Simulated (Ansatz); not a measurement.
**YFeBr5, from a guessed structure to a relaxed one**

Starting from a made-up structure for YFeBr5, the aim is the relaxed cell, its shortest contacts and, where a second run follows, its electronic structure.

Program: Ansatz 0.2.0. Level of theory: DFT, PBE, plane-wave PAW, files of the set soft_1, scalar-relativistic, ferromagnetic start, cell and ions relaxed at zero pressure; PAW set soft_1, in the first sound run; inputs show where later runs differ. Results are calculated unless marked as measured.

### 1. The structure

The structure is orthorhombic, space group Immm (No. 71). The conventional cell has a = 5.526 Å, b = 9.233 Å, c = 11.145 Å, α = 90.00°, β = 90.00°, γ = 90.00°. Y has 6 Br at 2.76 to 2.98 Å nearest. Nearest to Br lie 2 Y at 2.76 Å. Br has 1 Fe at 2.59 Å and 1 Y at 2.98 Å nearest. Nearest to Br lie 1 Y at 2.86 Å and 2 Fe at 3.27 Å. Nearest to Fe lie 6 Br at 2.59 to 3.27 Å. Farther neighbours and most contacts between anions are not listed.

### 2. Relaxation of the guess

The guess takes its coordinates from another compound and its volume from a rule, so the cell and any free coordinates are relaxed together.

Contents of input.yaml:

```yaml
crystal:
  lattice:
    - [-2.763, 4.6165, 5.5725]
    - [2.763, -4.6165, 5.5725]
    - [2.763, 4.6165, -5.5725]
  atoms:
    - { symbol: "Y", position: [0.5, 0.5, 0.0] }
    - { symbol: Br, position: [0.5, 0.0, 0.5] }
    - { symbol: Br, position: [0.7674, 0.7674, 0.0] }
    - { symbol: Br, position: [0.2326, 0.2326, 0.0] }
    - { symbol: Br, position: [0.1904, 0.5, 0.6904] }
    - { symbol: Br, position: [0.8096, 0.5, 0.3096] }
    - { symbol: Fe, position: [0.0, 0.0, 0.0], spin: 3.0 }
magnetization:
  spin_polarized: true
kpoints:
  mp_grid: { grid: [6, 6, 6] }
scf:
  occupations: { method: fermi_dirac, width: 0.05 }
hamiltonian:
  xc: pbe
  pseudopotentials: { kind: paw, azcp: { folder: soft_1 } }
relax:
  f_tol: 0.015
  max_steps: 70
  cell: {}
output:
  forces: true
  stress: true
```

Run with:

```
ansatz run input.yaml --threads 4 --pin off --max-ram 10240MiB --backend cpu --events-out ev --progress --plain --runs-dir out
```

Numbers of over 12 decimals in the logs are rounded to 6 here.

The log of the run:

```text
Engine: ansatz 0.2.0, aarch64-unknown-linux-gnu
Pseudopotentials: kind: paw
Pseudopotential: Y, paw, valence charge 11, recommended cutoff 420 eV (normal), soft_1/Y.paw.azcp
Pseudopotential: Br, paw, valence charge 7, recommended cutoff 420 eV (normal), soft_1/Br.paw.azcp
Pseudopotential: Fe, paw, valence charge 16, recommended cutoff 420 eV (normal), soft_1/Fe.paw.azcp
Functional definition: PBE
  parameter kappa = 0.804
  parameter beta = 0.066725
  exchange = pbe_x(kappa = kappa, mu = beta*pi^2/3)
  correlation = pbe_c(beta = beta)
Crystal: 7 atoms, lattice volume = 284.318 Å³
Basis set: ecut = 420 eV, 5541 PW (Γ), exchange–correlation on 108×108×108 points (8 copies of the dense FFT grid, shifted against one another)
Bands: 40, of which v1, the nominal top of the filled ones, is band 31 counted from 1 (30 counted from 0)
Symmetry: 8 space group operations
Space group: Immm (ITA 71), of the structure as read, at distance tolerance 6.6e-5 Å
Magnetic group: BNS 71.533 (UNI 631), of the structure as read, at distance tolerance 6.6e-5 Å
k-points: 46 of 216
Non-local potential: Y, projectors of the file, l = 0: 3, l = 1: 2, l = 2: 2, l = 3: 1
Non-local potential: Br, projectors of the file, l = 0: 2, l = 1: 2, l = 2: 2
Non-local potential: Fe, projectors of the file, l = 0: 3, l = 1: 2, l = 2: 3, l = 3: 1
PAW form: soft (Blöchl's): semilocal exchange-correlation on the pseudo side does not see the compensation charge
PAW one-centre angular grid: Y, 590 points (default); XC on 64 Gauss nodes
PAW one-centre angular grid: Br, 110 points (default); XC on 64 Gauss nodes
PAW one-centre angular grid: Fe, 590 points (default); XC on 64 Gauss nodes
Initial density: superposition of atomic densities (chi_scale 0.1, normalization cell, long waves kept (reshape's long-wave potential 0.02 eV rms))
Starting moments: Σ|m| = 3 μB on 1 of 7 sites
Initial wavefunctions: pseudopotential atomic-orbital guess
Functional: x = pbe(κ = 0.804, μ = 0.219515), c = pbe(β = 0.066725)
SCF iter   1: F=—  HF=-22253.158378 eV  |F-HF|=—  |Δ(HF+E_count)|=         —  Δρ=4.53e-2 (↑4.53e-2 ↓3.96e-2)  dr2=2.29e1  dr2_m=2.17e-1  M=3.859 μB ∫|m|=3.864 μB  β_m=0.30  ethr=3.10e-3  ⟨swp⟩=7.5  Hψ=15235  notcnv=0
Mixer restart at iter 1: flushing history
preconditioner: auto → none  [metal: Δε(μ)=0.033 eV  Ē_g=6.836 eV  σ=0.050 eV  W_gap=0.16  n_scr=44 (ndim 8)  ℏωp=14.9 eV  f_vac=0.157  D(μ)=7.16/eV (n_scr^D=48)  sad-step TF]
SCF iter   2: F=—  HF=-22252.150941 eV  |F-HF|=—  |Δ(HF+E_count)|=    1.01e0  Δρ=1.82e-2 (↑1.82e-2 ↓1.56e-2)  dr2=2.11e0  dr2_m=4.33e-1  M=4.000 μB ∫|m|=4.011 μB  β_m=0.33  ethr=3.10e-3  ⟨swp⟩=3.0  Hψ=9406  notcnv=0  defer=171
SCF iter   3: F=—  HF=-22251.869119 eV  |F-HF|=—  |Δ(HF+E_count)|=   2.82e-1  Δρ=1.24e-2 (↑1.06e-2 ↓1.24e-2)  dr2=2.84e-1  dr2_m=2.56e-1  M=4.000 μB ∫|m|=4.020 μB  β_m=0.43  ethr=3.10e-3  ⟨swp⟩=3.3  Hψ=7144  notcnv=0  defer=209
SCF iter   4: F=—  HF=-22251.972241 eV  |F-HF|=—  |Δ(HF+E_count)|=         —  Δρ=1.20e-2 (↑4.80e-3 ↓1.20e-2)  dr2=2.55e-1  dr2_m=1.41e-1  M=4.000 μB ∫|m|=4.033 μB  β_m=1.00  ethr=4.58e-4  ⟨swp⟩=3.0  Hψ=6695  notcnv=0  defer=206
Mixer restart at iter 4: flushing history
SCF iter   5: F=—  HF=-22252.431104 eV  |F-HF|=—  |Δ(HF+E_count)|=   4.59e-1  Δρ=6.48e-3 (↑6.48e-3 ↓5.57e-3)  dr2=1.41e0  dr2_m=2.27e-3  M=4.000 μB ∫|m|=4.037 μB  β_m=0.43  ethr=8.06e-5  ⟨swp⟩=4.0  Hψ=9963  notcnv=0  defer=212
SCF iter   6: F=—  HF=-22252.286212 eV  |F-HF|=—  |Δ(HF+E_count)|=   1.45e-1  Δρ=1.01e-2 (↑4.80e-3 ↓1.01e-2)  dr2=1.25e0  dr2_m=2.37e-2  M=4.000 μB ∫|m|=4.050 μB  β_m=0.33  ethr=8.06e-5  ⟨swp⟩=4.1  Hψ=10630  notcnv=0  defer=192
SCF iter   7: F=—  HF=-22252.121266 eV  |F-HF|=—  |Δ(HF+E_count)|=   1.65e-1  Δρ=1.77e-3 (↑1.77e-3 ↓1.64e-3)  dr2=5.55e-3  dr2_m=6.73e-3  M=4.000 μB ∫|m|=4.041 μB  β_m=0.41  ethr=8.06e-5  ⟨swp⟩=3.2  Hψ=8662  notcnv=0  defer=199
SCF iter   8: F=—  HF=-22252.120622 eV  |F-HF|=—  |Δ(HF+E_count)|=   6.44e-4  Δρ=1.32e-3 (↑5.45e-4 ↓1.32e-3)  dr2=2.33e-3  dr2_m=2.15e-3  M=4.000 μB ∫|m|=4.041 μB  β_m=0.52  ethr=8.94e-6  ⟨swp⟩=2.1  Hψ=7211  notcnv=0  defer=193
SCF iter   9: F=—  HF=-22252.122014 eV  |F-HF|=—  |Δ(HF+E_count)|=   1.39e-3  Δρ=2.77e-4 (↑2.77e-4 ↓2.63e-4)  dr2=1.99e-4  dr2_m=1.32e-4  M=4.000 μB ∫|m|=4.040 μB  β_m=0.56  ethr=3.76e-6  ⟨swp⟩=2.1  Hψ=5851  notcnv=0  defer=194
SCF iter  10: F=—  HF=-22252.122035 eV  |F-HF|=—  |Δ(HF+E_count)|=   2.11e-5  Δρ=1.36e-4 (↑3.96e-5 ↓1.36e-4)  dr2=1.75e-5  dr2_m=1.73e-5  M=4.000 μB ∫|m|=4.040 μB  β_m=0.70  ethr=3.21e-7  ⟨swp⟩=2.0  Hψ=6450  notcnv=0  defer=194
SCF iter  11: F=—  HF=-22252.122112 eV  |F-HF|=—  |Δ(HF+E_count)|=   7.69e-5  Δρ=7.03e-5 (↑1.45e-5 ↓7.03e-5)  dr2=1.22e-5  dr2_m=3.59e-6  M=4.000 μB ∫|m|=4.040 μB  β_m=0.76  ethr=2.83e-8  ⟨swp⟩=2.0  Hψ=6614  notcnv=0  defer=195
SCF iter  12: F=—  HF=-22252.122116 eV  |F-HF|=—  |Δ(HF+E_count)|=   3.64e-6  Δρ=3.52e-5 (↑8.77e-6 ↓3.52e-5)  dr2=1.37e-6  dr2_m=1.04e-6  M=4.000 μB ∫|m|=4.040 μB  β_m=0.88  ethr=1.97e-8  ⟨swp⟩=2.0  Hψ=6016  notcnv=0  defer=194
SCF iter  13: F=—  HF=-22252.122118 eV  |F-HF|=—  |Δ(HF+E_count)|=   2.47e-6  Δρ=1.11e-5 (↑5.27e-6 ↓1.11e-5)  dr2=9.18e-7  dr2_m=6.03e-8  M=4.000 μB ∫|m|=4.040 μB  β_m=0.80  ethr=2.21e-9  ⟨swp⟩=2.0  Hψ=6614  notcnv=0  defer=194
SCF iter  14: F=—  HF=-22252.122118 eV  |F-HF|=—  |Δ(HF+E_count)|=   3.02e-8  Δρ=3.04e-6 (↑1.53e-6 ↓3.04e-6)  dr2=3.04e-8  dr2_m=8.09e-9  M=4.000 μB ∫|m|=4.040 μB  β_m=0.77  ethr=1.48e-9  ⟨swp⟩=2.0  Hψ=6210  notcnv=0  defer=194
SCF iter  15: F=-22252.122118 eV  HF=-22252.122118 eV  |F-HF|=7.59e-9  |Δ(HF+E_count)|=   1.52e-8  Δρ=1.40e-6 (↑5.80e-7 ↓1.40e-6)  dr2=1.09e-8  dr2_m=1.25e-9  M=4.000 μB ∫|m|=4.040 μB  ethr=4.90e-11  ⟨swp⟩=2.0  Hψ=11524  notcnv=0
SCF 1 converged in 15 iterations: F = -22252.122118 eV  dr2 = 1.09e-8
  greatest PAW one-centre occupation: 1.003 electrons in one spin orbital (limit 2), on the Fe atom at site 6 (counted from 0), in its partial waves of l = 1
relax step   1: F+E_penalty+E_count = -22252.12211840 eV  Δ(F+E_penalty+E_count) = +0.000e0 eV  max|allowed force component| = 6.981e-1 eV/Å  Δτ_max = 0.0000 Å  P = -3.037 GPa  Ω = 284.318 Å³  (15 SCF iters, dr2 threshold 1.00e-7 eV, accepted)
Crystal: 7 atoms, lattice volume = 257.995 Å³
Basis set: ecut = 420 eV, 5039 PW (Γ), exchange–correlation on 108×108×108 points (8 copies of the dense FFT grid, shifted against one another)
Initial density: handed on by an earlier stage of this run
Starting moments: Σ|m| = 3 μB on 1 of 7 sites; this step starts from the density that it was given
Initial wavefunctions: those handed on with the density
[...]
relax step   4: F+E_penalty+E_count = -22252.60202710 eV  Δ(F+E_penalty+E_count) = -5.328e-2 eV  max|allowed force component| = 1.345e-2 eV/Å  Δτ_max = 0.0523 Å  P = +0.082 GPa  Ω = 252.466 Å³  energy of the carried Pulay correction = +2.262e-3 eV  (11 SCF iters, accepted)
[...]
relax step   5: F+E_penalty+E_count = -22252.60254709 eV  Δ(F+E_penalty+E_count) = -5.200e-4 eV  max|allowed force component| = 1.644e-2 eV/Å  Δτ_max = 0.0027 Å  P = +0.011 GPa  Ω = 253.145 Å³  energy of the carried Pulay correction = +2.211e-3 eV  (7 SCF iters, dr2 threshold 1.14e-7 eV, accepted)
[...]
relax step   6: F+E_penalty+E_count = -22252.60265600 eV  Δ(F+E_penalty+E_count) = -1.089e-4 eV  max|allowed force component| = 1.039e-3 eV/Å  Δτ_max = 0.0025 Å  P = +0.002 GPa  Ω = 253.392 Å³  energy of the carried Pulay correction = +2.193e-3 eV  (7 SCF iters, dr2 threshold 1.69e-8 eV, accepted)
Basis set: ecut = 420 eV, 4971 PW (Γ), exchange–correlation on 100×100×100 points (8 copies of the dense FFT grid, shifted against one another)
Initial wavefunctions: pseudopotential atomic-orbital guess (no wavefunctions were taken with the density)
iter 1 solved again at ethr=5.37e-7 eV; its pass at ethr=3.10e-3 eV (dr2=3.33e-4 eV) is discarded
SCF iter   1: F=—  HF=-22252.599655 eV  |F-HF|=—  |Δ(HF+E_count)|=         —  Δρ=1.03e-4 (↑6.87e-5 ↓1.03e-4)  dr2=5.07e-5  dr2_m=2.43e-6  M=4.000 μB ∫|m|=4.050 μB  β_m=0.65  ethr=5.37e-7  ⟨swp⟩=3.4  Hψ=25607  notcnv=0
preconditioner: auto → Resta (q_TF=auto, 2.158 Å⁻¹)  ε∞=4.5  [insulator: Δε(μ)=0.392 eV  Ē_g=8.441 eV  σ=0.050 eV  W_gap=0.95  n_scr=44 (ndim 8)  ℏωp=15.8 eV  f_vac=0.158  D(μ)=0.28/eV (n_scr^D=0)  ε∞_Penn≈4.5]
spin=Collinear: Resta preconditioning applied to the charge; magnetization (m = ρ↑ − ρ↓) channel mixes plain (no charge-response kernel on spin).
SCF iter   2: F=—  HF=-22252.599842 eV  |F-HF|=—  |Δ(HF+E_count)|=   1.87e-4  Δρ=2.57e-5 (↑2.15e-5 ↓2.57e-5)  dr2=1.56e-6  dr2_m=2.03e-7  M=4.000 μB ∫|m|=4.050 μB  β_m=0.59  ethr=8.17e-8  ⟨swp⟩=2.0  Hψ=5011  notcnv=0
SCF iter   3: F=—  HF=-22252.599851 eV  |F-HF|=—  |Δ(HF+E_count)|=   9.56e-6  Δρ=1.80e-5 (↑1.56e-5 ↓1.80e-5)  dr2=9.68e-7  dr2_m=5.22e-7  M=4.000 μB ∫|m|=4.050 μB  β_m=0.62  ethr=2.52e-9  ⟨swp⟩=2.0  Hψ=6605  notcnv=0
SCF iter   4: F=—  HF=-22252.599856 eV  |F-HF|=—  |Δ(HF+E_count)|=   4.20e-6  Δρ=2.00e-5 (↑5.81e-6 ↓2.00e-5)  dr2=1.41e-6  dr2_m=3.39e-7  M=4.000 μB ∫|m|=4.050 μB  β_m=0.81  ethr=1.56e-9  ⟨swp⟩=2.4  Hψ=5580  notcnv=0
SCF iter   5: F=—  HF=-22252.599861 eV  |F-HF|=—  |Δ(HF+E_count)|=   5.88e-6  Δρ=1.50e-5 (↑1.50e-5 ↓5.93e-6)  dr2=5.23e-7  dr2_m=7.06e-8  M=4.000 μB ∫|m|=4.050 μB  β_m=0.88  ethr=1.56e-9  ⟨swp⟩=2.9  Hψ=7219  notcnv=0
SCF iter   6: F=—  HF=-22252.599861 eV  |F-HF|=—  |Δ(HF+E_count)|=   1.83e-7  Δρ=2.90e-6 (↑2.90e-6 ↓2.84e-6)  dr2=6.16e-8  dr2_m=2.22e-9  M=4.000 μB ∫|m|=4.050 μB  β_m=0.93  ethr=8.44e-10  ⟨swp⟩=2.0  Hψ=6413  notcnv=0
SCF iter   7: F=—  HF=-22252.599861 eV  |F-HF|=—  |Δ(HF+E_count)|=   3.03e-9  Δρ=1.25e-6 (↑2.11e-7 ↓1.25e-6)  dr2=7.38e-9  dr2_m=7.80e-10  M=4.000 μB ∫|m|=4.050 μB  β_m=0.96  ethr=9.93e-11  ⟨swp⟩=2.0  Hψ=6605  notcnv=0
SCF iter   8: F=—  HF=-22252.599861 eV  |F-HF|=—  |Δ(HF+E_count)|=   4.34e-9  Δρ=7.66e-7 (↑1.10e-7 ↓7.66e-7)  dr2=2.82e-9  dr2_m=3.00e-10  M=4.000 μB ∫|m|=4.050 μB  β_m=0.98  ethr=1.19e-11  ⟨swp⟩=2.0  Hψ=4841  notcnv=0
SCF iter   9: F=—  HF=-22252.599861 eV  |F-HF|=—  |Δ(HF+E_count)|=   4.89e-9  Δρ=8.84e-8 (↑5.79e-8 ↓8.84e-8)  dr2=1.82e-11  dr2_m=7.55e-12  M=4.000 μB ∫|m|=4.050 μB  β_m=0.99  ethr=4.55e-12  ⟨swp⟩=2.2  Hψ=6049  notcnv=0
SCF iter  10: F=-22252.599861 eV  HF=-22252.599861 eV  |F-HF|=3.64e-12  |Δ(HF+E_count)|=  2.91e-11  Δρ=2.56e-8 (↑1.10e-8 ↓2.56e-8)  dr2=2.29e-12  dr2_m=5.43e-13  M=4.000 μB ∫|m|=4.050 μB  ethr=1.00e-12  ⟨swp⟩=3.0  Hψ=12417  notcnv=0
SCF 7 converged in 10 iterations: F = -22252.599861 eV  dr2 = 2.29e-12
relax step   7: F+E_penalty+E_count = -22252.59986129 eV  Δ(F+E_penalty+E_count) = +2.795e-3 eV  max|allowed force component| = 7.680e-4 eV/Å  Δτ_max = 0.0000 Å  P = +0.005 GPa  Ω = 253.392 Å³  stress off target by 1.17e-2 GPa  SCF on the basis re-selected at this cell (its energy is not comparable with the rows above)  (10 SCF iters)
basis re-selected at this cell: Δ(F+E_penalty+E_count) = +2.795e-3 eV, ΔP = +0.003 GPa vs the last step (what re-selecting the basis moved, of the pressure what is left beyond the Pulay correction that the steps carried, after the strain that the cell walked since its last selection, with what the two solves' SCF thresholds leave and, on support functions, any second-order correction that the steps lacked; it is no measure of the basis error at this ecutwfc). The dense FFT grid was sized anew with the basis: this SCF ran on 50×50×50 points, the steps before it on 54×54×54, so part of this shift can come from that change (see relax.cell in the input reference). [rest of the remark cut]
SCF converged after 10 iterations
Magnetization: 4.0000 μB (33.0000 up, 29.0000 down)
Absolute magnetization: 4.0486 μB (∫|ρ↑−ρ↓|, with the PAW one-centre terms)
Spin contamination: 0.0103 ħ² per cell (⟨S²⟩ above its minimum at these occupations)
Per-site moments (μB) at R_I (Å): [(0.012489, 1.115525), (0.00933403, 1.115525), (0.068963, 0.972113), (0.068963, 0.972113), (0.054648, 1.139022), (0.054648, 1.139022), (3.325662, 0.972113)]
Free energy (F): -22252.599861 eV
Harris-Foulkes:  -22252.599861 eV  (|F-HF|=3.64e-12)
Internal energy: -22252.595678 eV  (E = F + TS)
E sigma→0 (E₀):  -22252.597770 eV
Entropy (-TS):   -0.004183 eV (-0.598 meV/atom)
Fermi energy:    2.917173 eV
--- Per-component energies (eV) ---
  E_band       = -792.729600
  E_kinetic    = 1294.005056
  E_local      = -6346.056919  (includes V_loc(G=0)·N_el)
  E_nonlocal   = 582.066419
  E_hartree    = 2478.612943
  E_xc         = -1269.185187
  E_vxc        = -885.291484  (∫ρ·V_xc dr)
  E_paw        = -15769.962005  (= ΣΔE_a)
  E_vpaw       = -394.677639  (= ΣTr[D̂ρ^β])
  E_aug_tail   = -0.000988  (compensation charges beyond the density's cutoff)
  E_ewald      = -3222.074996
  E_smearing   = -0.004183  (= −TS)
  E_closure    = 0.000000  (closes the sum)
  Σ components = -22252.599861   (vs F -22252.599861, Δ=0.00e0)
--- Forces (eV/Å), atoms counted from 1 ---
  atom   1  Y      0.00000000     0.00000000     0.00000000
  atom   2  Br     0.00000000     0.00000000     0.00000000
  atom   3  Br     0.00000000     0.00000000     0.00076803
  atom   4  Br     0.00000000     0.00000000    -0.00076803
  atom   5  Br     0.00000000     0.00076066     0.00000000
  atom   6  Br     0.00000000    -0.00076066     0.00000000
  atom   7  Fe     0.00000000     0.00000000    -0.00000000
  max |Σ_I F_I| component: 1.08e-19 eV/Å
--- Stress (GPa, compression-positive) ---
       -0.000398       0.000000       0.000000
        0.000000       0.004655       0.000000
        0.000000       0.000000       0.011720
  P = ⅓ Tr σ = 0.0053 GPa (0.053 kbar)
--- Relaxed structure (6 steps of the walk, 5 accepted, 1 SCFs on fresh bases) ---
  F+E_penalty+E_count = -22252.59986129 eV   max|allowed force component| = 7.680e-4 eV/Å   (the final SCF, on the basis selected at the relaxed cell)
  cell:  # Å, volume = 253.3920 Å³
    - [-2.704303, 4.479066, 5.229862]
    - [2.704303, -4.479066, 5.229862]
    - [2.704303, 4.479066, -5.229862]
  atoms:
    - { symbol: Y, position: [0.5, 0.5, -2.0801328988906644e-19] }
    - { symbol: Br, position: [0.5, 0, 0.5] }
    - { symbol: Br, position: [0.774694, 0.774694, -2.0801328988906644e-19] }
    - { symbol: Br, position: [0.225306, 0.225306, -2.0801328988906644e-19] }
    - { symbol: Br, position: [0.191759, 0.5, 0.691759] }
    - { symbol: Br, position: [0.808241, 0.5, 0.308241] }
    - { symbol: Fe, position: [-2.024543477754447e-19, 0, -2.0801328988906644e-19] }
```

The job ended after 95 s (4 threads of Arm Neoverse V2, shared host; peak memory 1.2 GiB).

Relaxation path:

```
step  energy less that of the first step (eV)  largest force component (eV/Å)  pressure (GPa)  volume (Å³)
   1                                   0.0000                          0.6981           -3.04       284.32
   2                                  -0.4266                          0.5612           -0.56       258.00
   3                                  -0.4218                          0.7936            0.72       249.43
   4                                  -0.4799                          0.0135            0.08       252.47
   5                                  -0.4804                          0.0164            0.01       253.15
   6                                  -0.4805                          0.0010            0.00       253.39
  7*                                  -0.4777                          0.0008            0.01       253.39
```

Relaxation steps marked * repeat the geometry before them on a plane-wave basis chosen anew for their cell, so energy and pressure can jump there. Relaxation step 3 was tried and not accepted.

Forces are held to the 8 operations that the run works with; a distortion that breaks them can't arise in this run.

```
conventional cell, symmetrised  before   after   change
                         a (Å)   5.526   5.409   -2.1 %
                         b (Å)   9.233   8.958   -3.0 %
                         c (Å)  11.145  10.460   -6.1 %
              volume (Å³/atom)   40.62   36.20  -10.9 %
```

The atoms that moved most (Å, as changes of fractional coordinates times the final cell):

```
atom     dx      dy      dz  length
 Br3  0.000   0.000   0.076   0.076
 Br4  0.000   0.000  -0.076   0.076
 Br5  0.000   0.012   0.000   0.012
 Br6  0.000  -0.012   0.000   0.012
```

This step gave:

| Item | Value |
| --- | --- |
| free energy | -22252.5999 eV |
| energy at zero smearing | -22252.5978 eV |
| smearing term TS | 0.004183 eV |
| Fermi energy | 2.917 eV |
| gap by band count | 0.3921 eV |
| magnetization | 4.000 μB |
| absolute magnetization | 4.049 μB |
| site moments | 0.01249, 0.009334, 0.06896, 0.06896, 0.05465, 0.05465, 3.326 μB |
| electrons | 62 |
| symmetry operations | 8 |
| pressure | 0.005325 GPa |

Site moment by atom:

```
atom  site moment (μB)
  Y1              0.01
 Br2              0.01
 Br3              0.07
 Br4              0.07
 Br5              0.05
 Br6              0.05
 Fe7              3.33
```

The shortest distance of each pair, which need not be the same contact before and after:

```
 pair  guess (Å)  relaxed (Å)
Br–Fe      2.592        2.357
 Br–Y      2.763        2.704
Br–Br      3.516        3.436
 Fe–Y      5.380        5.230
  Y–Y      5.526        5.409
```

The relaxation ends with a largest force component of 7.7e-4 eV/Å and a pressure of 0.01 GPa.

[end of part 1 of 2]

[Logs are printed without paths, hosts, clocks, repeated set-up lines and the standing remarks that a program may print on its own settings, such as how far it seeks lower states.]

[Hosts, paths, dates, database ids (printed as entryN), source tags and the programs' standing remarks are cut or masked in the printed files.]
